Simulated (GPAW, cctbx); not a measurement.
# Bonding in SnGeSe4 as X-rays see it

Aim: compute the bonding part of the density of SnGeSe4, find which reflections carry it, and see how it biases an ordinary refinement.

The cell comes from substitution in a known structure type and wasn't matched to any measured phase. All numbers below are calculated.

### 1. Find the equilibrium geometry

The density hangs on the geometry, so cell and atoms are relaxed first, with the symmetry held. The cutoff is set higher than for the density because stress converges slowly with plane waves.

Settings: GPAW 26.7.0, PBE, 570 eV, 3×3×3 k-points, Fermi–Dirac width 0.05 eV, BFGS to 0.03 eV/Å.

```text
cell
1.0
     5.619000000    0.000000000    0.000000000
     0.000000000    5.619000000    0.000000000
    -2.809500000   -2.809500000    4.908500000
Sn Se Ge
1 4 1
Direct
0.500000000 0.500000000 0.000000000
0.626500000 0.636600000 0.755600000
0.363400000 0.870900000 0.244400000
0.129100000 0.119000000 0.755600000
0.881000000 0.373500000 0.244400000
0.750000000 0.250000000 0.500000000
```

```console
$ OMP_NUM_THREADS=1 mpirun -n 4 gpaw python run.py > gpaw.log
```

```text
BFGS:    0      -22.800334        3.004626
BFGS:    1      -23.382758        1.971900
BFGS:    2      -23.994614        0.662109
BFGS:    3      -24.061657        0.466394
...
BFGS:   25      -24.271243        0.066294
BFGS:   26      -24.274395        0.033469
BFGS:   27      -24.275101        0.014219
cell  6.2059 6.2059 6.6362  117.88 117.88 90.00
volume 191.725 A^3, largest force 0.007 eV/A, largest stress 0.07 GPa
```

The cell moved far, while the k-mesh and basis were chosen for the start, so the final shape may be somewhat biased.

After 27 steps the volume has changed by +23.7 % and the energy by -1.475 eV; the largest stress left is 0.07 GPa. It took 3.5 min on 4 cores of Arm Neoverse V1 (shared host), peak memory 1.3 GiB.

Relaxed structure: I-4 (no. 82), a = 6.2059 Å, b = 6.2059 Å, c = 9.9563 Å, α = 90.00°, β = 90.00°, γ = 90.00°.

```csv
atom,mult.,x,y,z
Sn1,2,1/2,1/2,0
Se1,8,0.7597,0.2703,0.3719
Ge1,2,0,1/2,1/4
```

### 2. Density and charge transfer

X-rays see the whole electron density, so the PAW density is rebuilt with its core regions. Subtracting spherical free atoms from the same code cancels the cores and leaves the deformation density Δρ, the part due to bonding.

Settings: PBE, 450 eV, 4×4×4 k-points, Fermi–Dirac width 0.05 eV; primitive cell of 6 atoms.

```console
$ OMP_NUM_THREADS=1 mpirun -n 4 gpaw python run.py > gpaw.log
```

```text
|iter:   1|       0s |  -24.782204 | -0.09 |       |
|iter:   2|       1s |  -24.663524 | -1.95 | -1.08 |
|iter:   3|       3s |  -24.224497 | -1.86 | -1.12 |
...
|iter:   7|       8s |  -24.217485c| -5.63 | -3.14 |
|iter:   8|       9s |  -24.217491c| -6.54 | -3.73 |
|iter:   9|      11s |  -24.217491c| -7.56c| -4.39c|
```

```text
gpts.py:43: UserWarning: Initial realspace grid (32,32,35) inconsistent with symmetries.
gpts.py:43: UserWarning: Initial realspace grid (32,32,35) inconsistent with symmetries.
gpts.py:43: UserWarning: Initial realspace grid (32,32,35) inconsistent with symmetries.
gpts.py:43: UserWarning: Initial realspace grid (32,32,35) inconsistent with symmetries.
gpts.py:70: UserWarning: Using symmetrized grid: (35,35,35).
gpts.py:70: UserWarning: Using symmetrized grid: (35,35,35).
gpts.py:70: UserWarning: Using symmetrized grid: (35,35,35).
gpts.py:70: UserWarning: Using symmetrized grid: (35,35,35).
grid (70, 70, 70)  electrons 218.000  moved by bonding 1.443 e
deformation density beyond 0.5 A of the nuclei: max 0.132, min -0.122 e/A^3
atom        x       y       z   Voronoi charge  moment
Sn1    0.5000  0.5000  0.0000      0.310       0.00
Se2    0.1316  0.6422  0.7438     -0.122       0.00
Se3    0.3578  0.3878  0.2562     -0.122       0.00
Se4    0.6122  0.1016  0.7438     -0.122       0.00
Se5    0.8984  0.8684  0.2562     -0.122       0.00
Ge6    0.2500  0.7500  0.5000      0.180       0.00
mean inner potential of superposed free atoms 11.777 V
total magnetic moment 0.000 muB
```

Deformation density in a plane through the shortest contact of the Se atom at the origin, in 0.01 e/Å³ (clipped at ±99); x from -1.6 to 4.0 Å, y from 2.4 down to -2.4 Å:

```text
 -1   5   .   .  -1  -5  -4  -2  -1  -1   0   0   0   0   0   0
 -1  -4   1   3  -4  -4  -2  -2  -1  -1  -1   0   0   0   0  -1
 -1  -5  -3   0   3   2   0  -1  -1  -2  -2  -1   0   0  -1  -1
 -1  -1   4   9  10   5   1   0  -1  -3  -4  -3  -1  -1  -1  -1
 -1  -1   2   4   1  -4  -2   2   2  -4  -7  -6  -3  -2  -1  -1
 -2  -3  -4  -6   .  -8  -7   8   7  -3  -3   .  -6  -5  -3  -2
 -2  -3  -4   0   .   .  -5  11  10  -3   .   .  -3  -7  -4  -2
 -1  -2  -1   4   .  -2  -4   6   5  -4  -4   .  -6  -5  -3  -2
 -1  -1  -1   2   1  -4  -4   0   0  -3  -2   2   5   2   0  -1
  0  -1  -1  -1  -1  -3  -3  -2  -1   1   6  12  11   5   1   0
  0   0   0  -1  -1  -1  -1  -1   0   2   4   4  -1  -2   0   0
  0   0   0   0  -1  -1  -1   0   0   1   0  -6   .   .   4   3
  0   0   0   0   0  -1   0   0   1   2   2  -1   .   .   7   4
```

Atoms in or within 0.15 Å of the plane: Se (0.0, 0.0), Se (3.0, -2.3), Ge (2.4, 0.0) Å. Dots mark points within about 0.45 Å of a nucleus; large values next to them are atomic features.

Se gains most (-0.12 e) and Sn loses most (+0.31 e), as electronegativity suggests. Such charges fall far short of formal ones, since overlapping free atoms already put density on their neighbours. Along the shortest contact from the Se atom at the map's origin, Se–Ge at 2.39 Å, Δρ is +0.13 e/Å³ at the midpoint: a bond charge, the mark of covalency. At the midpoints of other shortest contacts it is +0.10 (Sn–Se, 2.58 Å) e/Å³. Point values carry grid noise of about 0.01 e/Å³. The run needed 9 iterations, 18 s.

### 3. From the density to structure factors

The Fourier components of Δρ, added to those of the free atoms, give the static X-ray structure factors; the Mott–Bethe relation turns them into the Fourier components V of the potential that fast electrons feel.

```text
static structure factors of the conventional cell: F in electrons, V (Mott-Bethe) in volts
   h  k  l      d  |F| table  |F| free   |F| DFT   change   |V| free  |V| DFT  change %
   0  1  1  5.2666   116.319   116.333   116.130   -0.203     2.816    2.883      2.4
   0  0  2  4.9782    23.816    23.839    23.704   -0.134     0.465    0.504      8.6
   1  1  0  4.3882    31.183    31.194    31.060   -0.133     0.622    0.653      4.9
   1  1  2  3.2919   270.084   270.227   270.969    0.742     5.823    5.726     -1.7
   0  2  0  3.1029    85.376    85.442    86.333    0.892     1.975    1.872     -5.2
   0  1  3  2.9266    97.878    97.911    97.436   -0.476     1.917    1.967      2.6
   1  2  1  2.6734    64.788    64.778    64.505   -0.274     1.175    1.199      2.0
   2  1  1  2.6734   125.158   125.195   125.458    0.264     2.388    2.367     -0.9
   0  2  2  2.6333    38.393    38.383    38.487    0.103     0.673    0.665     -1.3
   0  0  4  2.4891    83.123    83.282    82.949   -0.333     1.769    1.794      1.4
   2  2  0  2.1941   325.016   324.997   324.944   -0.053     5.770    5.773      0.1
   1  1  4  2.1650    33.682    33.724    33.751    0.027     0.547    0.546     -0.3
   1  2  3  2.1290   122.060   122.003   121.953   -0.050     2.080    2.083      0.1
   2  1  3  2.1290    67.713    67.637    67.794    0.158     1.122    1.114     -0.7
```

The largest X-ray change is +0.89 e on 020, 1.0 % of |F|. For electrons V goes as (Z − F)/g², so a change of F counts against Z − F, which is small at low angle and wherever the atoms' terms cancel: |V| of 002 moves by +8.6 % (0.47 to 0.50 V) against -0.6 % in |F|. The tabulated Hartree–Fock atoms differ from the free DFT atoms by up to 0.16 e, so the choice of reference atom matters too.

### 4. The functional ladder

The same geometry is run with other functionals, to see whether the bonding signal is larger than the spread between approximations. Free atoms are LDA for LDA and PBE otherwise. Any other changed setting is in the row's label.

```csv
run,ΔF 020 (e),ΔF 112 (e),ΔF 013 (e),q(Se) (e),moved (e),time
PBE,+0.892,+0.742,-0.476,-0.122,1.443,18 s
LDA,+0.781,+0.612,-0.468,-0.114,1.342,19 s
revPBE,+0.948,+0.799,-0.481,-0.127,1.513,18 s
```

At the base's settings ΔF(020) spans +0.781 to +0.948 e, a spread of 19 % of the PBE value; over the three listed reflections the spread is at most 25 %, so the sign holds and the size hangs on the functional. Times are from shared hosts.

### 5. What a spherical-atom refinement makes of it

Routine crystallography fits spherical atoms. To see the bias, intensities are simulated from tabulated atoms plus the DFT change ΔF, so that bonding alone can misfit (8826 reflections of the full sphere, merged to the counts below, to 0.45 Å, 1.5 % proportional noise plus counting noise, assumed isotropic U as listed, Δρ smeared by the mean U) and refined with cctbx over different ranges.

| range | data | R1 | GooF | U Sn1 (true 0.0081) | U Se1 (true 0.0094) | U Ge1 (true 0.0096) | largest shift (Å) | Δρ max, min (e/Å³) |
| --- | --- | --- | --- | --- | --- | --- | --- | --- |
| all data | 2212 | 0.0082 | 0.94 | 0.0081 | 0.0094 | 0.0096 | 0.0001 | 0.29, -0.27 |
| low resolution, d > 0.84 | 337 | 0.0055 | 1.02 | 0.0082 | 0.0095 | 0.0096 | 0.0005 | 0.14, -0.16 |
| high order, d < 0.75 | 1739 | 0.0097 | 0.91 | 0.0081 | 0.0094 | 0.0096 | 0.0001 | 0.24, -0.26 |
| occupancies free, d > 0.7 | 589 | 0.0058 | 0.99 | 0.0081 | 0.0094 | 0.0094 | 0.0003 | 0.19, -0.23 |

With all data GooF is 0.94, so at this noise the bonding hardly shows; the top residual peak, near noise level, lies 1.15 Å from Se and 2.02 Å from Sn. No U is off by more than 3 s.u. at low resolution. With Sn1 held at 1 and the scale free, the other occupancies refine to Se1 0.999(0.001) and Ge1 0.998(0.002), within three s.u. of full.

### 6. Answer

Bonding moves 1.44 e in the primitive cell of SnGeSe4 and changes the structure factors of the conventional cell in the table above by at most 0.89 e (020, 1.0 %). The shortest bond, Se–Ge, has Δρ = +0.13 e/Å³ at its midpoint, a covalent bond charge. At the base's settings ΔF(020) spans +0.781 to +0.948 e, a spread of 19 % of the PBE value; over the three listed reflections the spread is at most 25 %, so the sign holds and the size hangs on the functional. With all data GooF is 0.94, so at this noise the bonding hardly shows. Limits: static density, frozen cores, no spin–orbit coupling.

[Outputs are excerpts: Python notices, other lines and further rows are left out; steps that failed or that the build refused (PBEsol, TPSS) are not shown.]

[Logs are printed without paths, hosts, clocks, repeated set-up lines and the standing remarks that a program may print on its own settings, such as how far it seeks lower states.]
